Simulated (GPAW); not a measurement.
**A GW chain in GPAW: WS2 (Tungstenite)**

How does a plane-wave GW calculation on WS2 (Tungstenite) run from the first input to the gap?

Method: LDA and many-body steps on it, plane waves, in GPAW 26.7.0.

The database entry behind the starting cell differs from later determinations by our own check (an axis about 1.4 % long against later determinations), so it need not match the best structure at ambient conditions.

### 1. Set-up

The structure is hexagonal, space group P6_3/mmc (No. 194). The conventional cell has a = 3.180 Å, b = 3.180 Å, c = 12.500 Å, α = 90.00°, β = 90.00°, γ = 120.00°. Nearest to W lie 6 S at 2.41 Å. S has 3 W at 2.41 Å nearest. Farther neighbours and most contacts between anions are not listed.

The cell and positions come from the Crystallography Open Database and are kept as given unless a step says otherwise. Spin-orbit coupling is left out unless a step names it.

### 2. Ground state

This step: GPAW 26.7.0; DFT, LDA, plane waves, PAW.

The ground-state density comes first.

The input, run.py:

```python
import json
import numpy as np
from gpaw.mpi import world
from ase import Atoms
from gpaw import GPAW, PW, FermiDirac

atoms = Atoms(['W', 'W', 'S', 'S', 'S', 'S'],
    cell=[[3.1800000000, 0.0000000000, 0.0000000000],
      [-1.5900000000, 2.7539607840, 0.0000000000],
      [0.0000000000, 0.0000000000, 12.5000000000]],
    scaled_positions=[[0.3333333333, 0.6666666667, 0.2500000000],
      [0.6666666667, 0.3333333333, 0.7500000000],
      [0.3333333333, 0.6666666667, 0.6250000000],
      [0.6666666667, 0.3333333333, 0.1250000000],
      [0.3333333333, 0.6666666667, 0.8750000000],
      [0.6666666667, 0.3333333333, 0.3750000000]],
    pbc=(True, True, True))
calc = GPAW(mode=PW(450),
    xc='LDA',
    kpts={'size': (9, 9, 2), 'gamma': True},
    occupations=FermiDirac(0.001),
    nbands=-9,
    convergence={'density': 1e-6, 'bands': -3},
    maxiter=100,
    txt='gs.txt')
atoms.calc = calc
res = {'energy': atoms.get_potential_energy()}
kpts = calc.get_ibz_k_points()
res['kpts'] = kpts
res['eigenvalues'] = [calc.get_eigenvalues(kpt=k) for k in range(len(kpts))]
res['n_electrons'] = calc.get_number_of_electrons()
calc.write('gs.gpw')

if world.rank == 0:
    with open('result.json', 'w') as f:
        json.dump(res, f, default=lambda x: x.tolist())
```

Command:

```bash
> mpirun -n 4 gpaw python run.py
```

Numbers of over 12 decimals in the logs are rounded to 6 here.

What it wrote:

```text
__  _  _
 | _ |_)|_||  |
 |__||  | ||/\| - 26.7.0

Input parameters:
  mode=PW(ecut=450.000000),
  convergence={'density': 1e-06, 'bands': -3},
  kpts=MonkhorstPack(size=(9, 9, 2), gamma=True),
  maxiter=100,
  nbands=-9,
  occupations=Occupations(name='fermi-dirac', width=0.001, fixmagmom=False),
  xc=XC(name='LDA')
  [... matrices ...]
Diagonalizing LCAO Hamiltonian
Converting LCAO to pw mode

        S

           W
        S

           S
        W

           S

Atoms  # Å, Bohr magnetons
|   | symbol |         x |        y |         z |    initial magnetic moments |
| 0 |      W | -0.000000 | 1.835974 |  3.125000 | ( 0.0000,  0.0000,  0.0000) |
| 1 |      W |  1.590000 | 0.917987 |  9.375000 | ( 0.0000,  0.0000,  0.0000) |
| 2 |      S | -0.000000 | 1.835974 |  7.812500 | ( 0.0000,  0.0000,  0.0000) |
| 3 |      S |  1.590000 | 0.917987 |  1.562500 | ( 0.0000,  0.0000,  0.0000) |
| 4 |      S | -0.000000 | 1.835974 | 10.937500 | ( 0.0000,  0.0000,  0.0000) |
| 5 |      S |  1.590000 | 0.917987 |  4.687500 | ( 0.0000,  0.0000,  0.0000) |

Unit cell  # Å
| periodic |         x |        y |         z |   lengths |     angles |
|      yes |  3.180000 | 0.000000 |  0.000000 |  3.180000 |  90.000000 |
|      yes | -1.590000 | 2.753961 |  0.000000 |  3.180000 |  90.000000 |
|      yes |  0.000000 | 0.000000 | 12.500000 | 12.500000 | 120.000000 |

Number of symmetries: 12
Symmetry operations  # r_c * U_cc + t_c -> r_c
|    | kind |            matrix            |
|  0 |  σ   |  1, 1, 0,  0,-1, 0,  0, 0, 1 |
|  1 |  S6  |  1, 1, 0, -1, 0, 0,  0, 0,-1 |
|  2 |  E   |  1, 0, 0,  0, 1, 0,  0, 0, 1 |
|  3 |  C2  |  1, 0, 0, -1,-1, 0,  0, 0,-1 |
|  4 |  C2  |  0, 1, 0,  1, 0, 0,  0, 0,-1 |
|  5 |  C3  |  0, 1, 0, -1,-1, 0,  0, 0, 1 |
|  6 |  S6  |  0,-1, 0,  1, 1, 0,  0, 0,-1 |
|  7 |  σ   |  0,-1, 0, -1, 0, 0,  0, 0, 1 |
|  8 |  σ   | -1, 0, 0,  1, 1, 0,  0, 0, 1 |
|  9 |  i   | -1, 0, 0,  0,-1, 0,  0, 0,-1 |
| 10 |  C3  | -1,-1, 0,  1, 0, 0,  0, 0, 1 |
| 11 |  C2  | -1,-1, 0,  0, 1, 0,  0, 0,-1 |

BZ-sampling:
  Number of BZ points: 162
  Number of IBZ points: 24

  Monkhorst-Pack size: [9, 9, 2]
  Monkhorst-Pack shift: [0.0, 0.0, 0.25]

K-points  # in reciprocal-cell coordinates
|     |                                coordinates |     weight |
|   0 | (  0.00000000,   0.00000000,   0.00000000) | 0.00617284 |
|   1 | (  0.00000000,   0.00000000,   0.50000000) | 0.00617284 |
|   2 | (  0.11111111,   0.00000000,   0.00000000) | 0.03703704 |
|   3 | (  0.11111111,   0.00000000,   0.50000000) | 0.03703704 |
|   4 | (  0.22222222,  -0.11111111,   0.00000000) | 0.03703704 |
|   5 | (  0.22222222,  -0.11111111,   0.50000000) | 0.03703704 |
|   6 | (  0.22222222,   0.00000000,   0.00000000) | 0.03703704 |
|   7 | (  0.22222222,   0.00000000,   0.50000000) | 0.03703704 |
|   8 | (  0.33333333,  -0.11111111,   0.00000000) | 0.07407407 |
|   9 | (  0.33333333,  -0.11111111,   0.50000000) | 0.07407407 |
| ... |                                            |            |
|  23 | (  0.44444444,   0.44444444,   0.50000000) | 0.03703704 |

Plane wave coefficients: 2432
Cutoff: 450.000000 eV

Spin-components: 1 (collinear spins)
Bands:           35
Projectors:      32
Spin-degeneracy: 2
Datatype:        complex128

  Storage: CPU
  Wave functions: 32_188_800 bytes (8_047_200 per core)
  Projectors: 23_911_680 bytes (5_977_920 per core)
  [... matrices ...]
Parallelization:
  kpt:    4
  domain: 1
  band:   1

Density:
  Valence electrons: 52.0
  Components: 1
  Grid points: [16 16 63]
  Charge: 0.0  # |e|

Potential:
  Grid points: [16 16 63]

species:
  W:
    name:    Tungsten
    Z:       74.0
    valence: 14
    core:    60
    charge:  0.0  # [|e|]
    compensation charges:
      type: gauss
      rc: 0.40  # [Å]
      lmax: 2
    cutoffs:
      filter: 2.36  # [Å]
      core: 3.02  # [Å]
    projectors
    | kind |    occ | energy [eV] | rcut [Å] |
    |   5s |  2.000 |     -79.053 |    1.344 |
    |   6s |  2.000 |      -5.886 |    1.344 |
    |   5p |  6.000 |     -43.417 |    1.355 |
    |   6p |  0.000 |      -1.469 |    1.355 |
    |   5d |  4.000 |      -4.693 |    1.228 |
    |    d |        |      22.518 |    1.228 |

    Using partial waves for W as LCAO basis

  S:
    name:    Sulfur
    Z:       16.0
    valence: 6
    core:    10
    charge:  0.0  # [|e|]
    compensation charges:
      type: gauss
      rc: 0.24  # [Å]
      lmax: 2
    cutoffs:
      filter: 1.77  # [Å]
      core: 1.66  # [Å]
    projectors
    | kind |    occ | energy [eV] | rcut [Å] |
    |   3s |  2.000 |     -17.278 |    0.974 |
    |   3p |  4.000 |      -7.106 |    0.979 |
    |    s |        |       9.933 |    0.974 |
    |    p |        |      20.105 |    0.979 |
    |    d |        |       0.000 |    0.900 |

    Using partial waves for S as LCAO basis

Reference energy: -920330.548201  # eV

eigensolver:
  PPCG
  Converge bands: -3
  niter=2

density mixing:
  MSR1-Mixer
  Pratt-step length: 0.05
  Maximum mixing coefficient: 0.75
  Old densities: 10
  SVD Regularization: 0.005
  Good broyden scale: 1.0
  Trust region scale: 1.0
  Backstep threshold: 4.0
  History deletion threshold: 6.0
  Fourier metric: weight=20.0, sigma=0.015

occupation numbers:
  Fermi-Dirac:
    width: 0.0010  # eV

poisson solver:
  ecut: 3600.000000  # eV

xc functional:
  name: None

Initialization done in: 1.256 s

convergence criteria:
- Maximum integral of absolute [dens]ity change: 1e-06 electrons / valence electron
- Maximum [total energy] change in last 3 cyles: 0.0005 eV / valence electron
- Maximum integral of absolute [eigenst]ate change: 4e-08 eV^2 / valence electron
maximum number of iterations: 100

SCF iterations
|iter     |     time |      energy | eigst |  dens |
|iter:   1|  |  -50.480449 | +0.59 |       |
|iter:   2|  |  -50.453304 | -0.94 | -1.19 |
|iter:   3|  |  -50.241736 | -0.97 | -1.23 |
|iter:   4|  |  -49.832523 | -1.17 | -1.41 |
|iter:   5|  |  -49.809649 | -2.22 | -1.80 |
|iter:   6|  |  -49.810377c| -3.58 | -2.15 |
|iter:   7|  |  -49.811347c| -3.51 | -2.98 |
|iter:   8|  |  -49.810413c| -3.79 | -2.93 |
|iter:   9|  |  -49.810405c| -5.10 | -3.62 |
|iter:  10|  |  -49.810405c| -6.82 | -4.41 |
|iter:  11|  |  -49.810405c| -7.49c| -4.96 |
|iter:  12|  |  -49.810405c| -8.04c| -5.48 |
|iter:  13|  |  -49.810405c| -8.58c| -6.11c|

Converged in 13 steps
SCF loop duration: 8.530 s (0.656 s/step)
Energy contributions relative to reference atoms: (reference = -920330.548201)
  [... matrices ...]
Energy contributions:
  Kinetic:          24.191165
  Coulomb:         -28.726294
  Zero:              0.009205
  External:          0.000000
  Xc:              -45.284480
  Entropy:          -0.000000
  Spinorbit:         0.000000
  ----------------------------
  Free energy:     -49.810405
  Extrapolated:    -49.810405

dipole moment: (0.000004, 0.000006, 0.000029)  # |e|*Ang

Fermi level: 9.197
Eigenvalues  # (at kpt = [0.000, 0.000, 0.000])
| band index |      eig [eV] | occ [0-2] |
|          0 |       -66.235 |     2.000 |
|        ... |               |           |
|         18 |         4.654 |     2.000 |
|         19 |         5.874 |     2.000 |
|         20 |         5.874 |     2.000 |
|         21 |         5.917 |     2.000 |
|         22 |         5.917 |     2.000 |
|         23 |         6.652 |     2.000 |
|         24 |         7.030 |     2.000 |
|         25 |         8.176 |     2.000 |
|         26 |        10.400 |     0.000 |
[...]
|         30 |        10.519 |     0.000 |
|         31 |        10.519 |     0.000 |
|         32 |        10.674 |     0.000 |
|         33 |        10.674 |     0.000 |
|         34 |        12.682 |     0.000 |

Gap: 1.067 eV
Transition (v -> c):
  (s=0, k=0, n=25, [0.00, 0.00, 0.00]) -> (s=0, k=8, n=26, [0.33, -0.11, 0.00])
Direct/indirect transitions are different
Direct gap: 1.718 eV
Transition at: (s=0, k=12, n=25, [0.33, 0.33, 0.00])
# Writing to gs.gpw (mode='')
  [... matrices ...]
```

The job ended after 11 s (4 MPI ranks of Arm Neoverse V2, shared host; peak memory 0.75 GiB; 45 s of CPU time).

This step gave:

```
total energy               : -49.81 eV
gap                        : 1.067 eV
k of the valence top       : 0, 0, 0
k of the conduction bottom : 0.3333, -0.1111, 0
least direct gap           : 1.718 eV
```

The gap is indirect, with the least direct gap 0.65 eV higher.

### 3. Bands along the symmetry lines

The cheap functional maps the bands first; the places of the edges decide which points the dearer methods must see.

The input, run.py:

```python
import json
import numpy as np
from gpaw.mpi import world
from gpaw import GPAW

path = [[0.000000, 0.000000, 0.000000],
    [0.062500, 0.000000, 0.000000],
    [0.125000, 0.000000, 0.000000],
    [0.187500, 0.000000, 0.000000],
    [0.250000, 0.000000, 0.000000],
    [0.312500, 0.000000, 0.000000],
    [0.375000, 0.000000, 0.000000],
    [0.437500, 0.000000, 0.000000],
    [0.500000, 0.000000, 0.000000],
    [0.479167, 0.041667, 0.000000],
    [0.458333, 0.083333, 0.000000],
    [0.437500, 0.125000, 0.000000],
    [0.416667, 0.166667, 0.000000],
    [0.395833, 0.208333, 0.000000],
    [0.375000, 0.250000, 0.000000],
    [0.354167, 0.291667, 0.000000],
    [0.333333, 0.333333, 0.000000],
    [0.291667, 0.291667, 0.000000],
    [0.250000, 0.250000, 0.000000],
    [0.208333, 0.208333, 0.000000],
    [0.166667, 0.166667, 0.000000],
    [0.125000, 0.125000, 0.000000],
    [0.083333, 0.083333, 0.000000],
    [0.041667, 0.041667, 0.000000],
    [0.000000, 0.000000, 0.000000],
    [0.000000, 0.000000, 0.062500],
    [0.000000, 0.000000, 0.125000],
    [0.000000, 0.000000, 0.187500],
    [0.000000, 0.000000, 0.250000],
    [0.000000, 0.000000, 0.312500],
    [0.000000, 0.000000, 0.375000],
    [0.000000, 0.000000, 0.437500],
    [0.000000, 0.000000, 0.500000],
    [0.062500, 0.000000, 0.500000],
    [0.125000, 0.000000, 0.500000],
    [0.187500, 0.000000, 0.500000],
    [0.250000, 0.000000, 0.500000],
    [0.312500, 0.000000, 0.500000],
    [0.375000, 0.000000, 0.500000],
    [0.437500, 0.000000, 0.500000],
    [0.500000, 0.000000, 0.500000],
    [0.479167, 0.041667, 0.500000],
    [0.458333, 0.083333, 0.500000],
    [0.437500, 0.125000, 0.500000],
    [0.416667, 0.166667, 0.500000],
    [0.395833, 0.208333, 0.500000],
    [0.375000, 0.250000, 0.500000],
    [0.354167, 0.291667, 0.500000],
    [0.333333, 0.333333, 0.500000],
    [0.291667, 0.291667, 0.500000],
    [0.250000, 0.250000, 0.500000],
    [0.208333, 0.208333, 0.500000],
    [0.166667, 0.166667, 0.500000],
    [0.125000, 0.125000, 0.500000],
    [0.083333, 0.083333, 0.500000],
    [0.041667, 0.041667, 0.500000],
    [0.000000, 0.000000, 0.500000],
    [0.500000, 0.000000, 0.500000],
    [0.500000, 0.000000, 0.437500],
    [0.500000, 0.000000, 0.375000],
    [0.500000, 0.000000, 0.312500],
    [0.500000, 0.000000, 0.250000],
    [0.500000, 0.000000, 0.187500],
    [0.500000, 0.000000, 0.125000],
    [0.500000, 0.000000, 0.062500],
    [0.500000, -0.000000, 0.000000],
    [0.333333, 0.333333, 0.500000],
    [0.333333, 0.333333, 0.437500],
    [0.333333, 0.333333, 0.375000],
    [0.333333, 0.333333, 0.312500],
    [0.333333, 0.333333, 0.250000],
    [0.333333, 0.333333, 0.187500],
    [0.333333, 0.333333, 0.125000],
    [0.333333, 0.333333, 0.062500],
    [0.333333, 0.333333, 0.000000]]
calc = GPAW('gs.gpw').fixed_density(kpts=path,
    symmetry='off',
    nbands=36,
    convergence={'bands': 32},
    txt='bands.txt')
res = {}
kpts = calc.get_ibz_k_points()
res['kpts'] = kpts
res['eigenvalues'] = [calc.get_eigenvalues(kpt=k) for k in range(len(kpts))]
res['n_electrons'] = calc.get_number_of_electrons()

if world.rank == 0:
    with open('result.json', 'w') as f:
        json.dump(res, f, default=lambda x: x.tolist())
```

Command:

```bash
> mpirun -n 4 gpaw python run.py
```

What it wrote:

```text
Diagonalizing LCAO Hamiltonian
Converting LCAO to pw mode
convergence criteria:
- Maximum integral of absolute [eigenst]ate change: 4e-08 eV^2 / valence electron
maximum number of iterations: 100

SCF iterations
|iter     |     time |      energy | eigst |  dens |
|iter:   1|  |             | +0.39 |       |
|iter:   2|  |             | -1.09 |       |
|iter:   3|  |             | -2.16 |       |
[...]
|iter:   9|  |             | -6.59 |       |
|iter:  10|  |             | -7.25 |       |
|iter:  11|  |             | -7.78c|       |
SCF steps: 11
  __  _  _
 | _ |_)|_||  |
 |__||  | ||/\| - 26.7.0

Input parameters:
  mode=PW(ecut=450.000000),
  convergence={'bands': 32},
  gpts=array([16, 16, 63]),
  kpts=KPoints(kpts=array([[ 0.      ,  0.      ,  0.      ],
         [ 0.0625  ,  0.      ,  0.      ],
         [ 0.125   ,  0.      ,  0.      ],
         [ 0.1875  ,  0.      ,  0.      ],
[...]
[ 0.479167,  0.041667,  0.      ],
         [ 0.458333,  0.083333,  0.      ],
[...]
[ 0.416667,  0.166667,  0.      ],
[...]
[ 0.5     ,  0.      ,  0.0625  ],
         [ 0.5     , -0.      ,  0.      ],
[...]
[ 0.333333,  0.333333,  0.125   ],
         [ 0.333333,  0.333333,  0.0625  ],
         [ 0.333333,  0.333333,  0.      ]])),
  maxiter=100,
  nbands=36,
  occupations=Occupations(name='fermi-dirac', width=0.001, fixmagmom=False),
  parallel={},
  symmetry=Symmetry(point_group=False, time_reversal=False),
  xc=XC(name='LDA')
```

Run time: 25 s. Hardware: 4 MPI ranks; peak memory 0.9 GiB; 97 s of CPU time.

This step gave:

```yaml
gap: 0.9686 eV
k_of_the_valence_top: 0, 0, 0
k_of_the_conduction_bottom: 0.1667, 0.1667, 0
least_direct_gap: 1.718 eV
```

The gap is 0.969 eV, −0.099 eV from the run before at this level.

Electronic bands along the path, in eV, zero at the top of the highest filled band:

```tsv
point	band 23	band 24	band 25	band 26	band 27	band 28	band 29	band 30
Γ	-2.26	-1.52	-1.15	0.00	2.22	2.22	2.23	2.23
halfway	-2.55	-1.82	-1.58	-1.46	1.31	1.80	1.99	2.24
M	-1.98	-1.82	-1.66	-1.50	2.14	2.18	2.48	2.72
halfway	-2.89	-2.55	-1.22	-1.00	1.80	1.88	2.68	2.76
K	-2.86	-2.86	-0.77	-0.59	1.13	1.13	2.07	3.21
halfway	-2.07	-1.77	-1.54	-1.51	0.97	1.75	1.98	2.06
Γ	-2.26	-1.52	-1.15	0.00	2.22	2.22	2.23	2.23
halfway	-2.27	-2.08	-0.71	-0.07	2.22	2.22	2.23	2.23
A	-2.28	-2.28	-0.31	-0.31	2.22	2.22	2.22	2.22
halfway	-2.28	-2.28	-1.48	-1.48	1.71	1.71	1.89	1.89
L	-1.90	-1.90	-1.57	-1.57	2.16	2.16	2.62	2.62
halfway	-2.78	-2.78	-1.10	-1.10	1.84	1.84	2.75	2.75
H	-3.00	-3.00	-0.69	-0.69	1.13	1.13	2.56	2.56
halfway	-1.97	-1.97	-1.52	-1.52	1.34	1.34	2.10	2.10
A	-2.28	-2.28	-0.31	-0.31	2.22	2.22	2.22	2.22
jump to L	-1.90	-1.90	-1.57	-1.57	2.16	2.16	2.62	2.62
halfway	-1.96	-1.84	-1.63	-1.52	2.14	2.17	2.53	2.70
M	-1.98	-1.82	-1.66	-1.50	2.14	2.18	2.48	2.72
jump to H	-3.00	-3.00	-0.69	-0.69	1.13	1.13	2.56	2.56
halfway	-2.92	-2.92	-0.75	-0.62	1.13	1.13	2.20	2.98
K	-2.86	-2.86	-0.77	-0.59	1.13	1.13	2.07	3.21
```

### 4. Empty states on the mesh, 6×6×2 mesh, 258 bands

The sums over transitions need many empty states on a uniform mesh; this step solves for them.

The input, run.py:

```python
import json
import numpy as np
from gpaw.mpi import world
from gpaw import GPAW

calc = GPAW('gs.gpw').fixed_density(kpts={'size': (6, 6, 2), 'gamma': True},
    parallel={'domain': 1, 'band': 1},
    txt='nscf.txt')
calc.diagonalize_full_hamiltonian(nbands=258)
calc.write('full.gpw', mode='all')
res = {}
kpts = calc.get_ibz_k_points()
res['kpts'] = kpts
res['eigenvalues'] = [calc.get_eigenvalues(kpt=k) for k in range(len(kpts))]
res['n_electrons'] = calc.get_number_of_electrons()

if world.rank == 0:
    with open('result.json', 'w') as f:
        json.dump(res, f, default=lambda x: x.tolist())
```

Command:

```bash
> mpirun -n 4 gpaw python run.py
```

What it wrote:

```text
Diagonalizing LCAO Hamiltonian
Converting LCAO to pw mode
convergence criteria:
- Maximum integral of absolute [eigenst]ate change: 4e-08 eV^2 / valence electron
maximum number of iterations: 100

SCF iterations
|iter     |     time |      energy | eigst |  dens |
|iter:   1|  |             | +0.40 |       |
|iter:   2|  |             | -1.08 |       |
|iter:   3|  |             | -2.23 |       |
[...]
|iter:   9|  |             | -6.35 |       |
|iter:  10|  |             | -6.89 |       |
|iter:  11|  |             | -7.49c|       |
SCF steps: 11
  __  _  _
 | _ |_)|_||  |
 |__||  | ||/\| - 26.7.0

Input parameters:
  mode=PW(ecut=450.000000),
  convergence={'density': 1e-06, 'bands': -3},
  gpts=array([16, 16, 63]),
  kpts=MonkhorstPack(size=(6, 6, 2), gamma=True),
  maxiter=100,
  nbands=35,
  occupations=Occupations(name='fermi-dirac', width=0.001, fixmagmom=False),
  parallel={'domain': 1, 'band': 1},
  xc=XC(name='LDA')
Matrix size: 2432x2432
# Writing to full.gpw (mode='all')
  [... matrices ...]

timing:  # [seconds]
  Total: 45.337  # ━━━━━━━━━━━━━━━━━━━━━━━━━━━━━━━━━━━━━━━━━━━━━━━━━━━━━━━━━━
```

Elapsed: 53 s, on 4 MPI ranks; peak memory 2.5 GiB.

This step gave:

```
gap                                                           : 0.9686 eV
k of the valence top                                          : 0, 0, 0
k of the conduction bottom                                    : 0.3333, -0.1667, 0
least direct gap                                              : 1.718 eV
k points computed                                             : 14
lowest point of the top converged band, above the valence top : 82.3660 eV
```

On this mesh the gap is 0.969 eV.

[end of part 1 of 2]

[Paths, hosts, dates, memory and timing lines, banners, echoed tables and standing remarks are left out of the program output.]

[Logs are printed without paths, hosts, clocks, repeated set-up lines and the standing remarks that a program may print on its own settings, such as how far it seeks lower states.]

[Runs of the session that timed out or met a known fault of the program may be left out.]

[Hosts, paths, dates, database ids (printed as entryN), source tags and the programs' standing remarks are cut or masked in the printed files.]
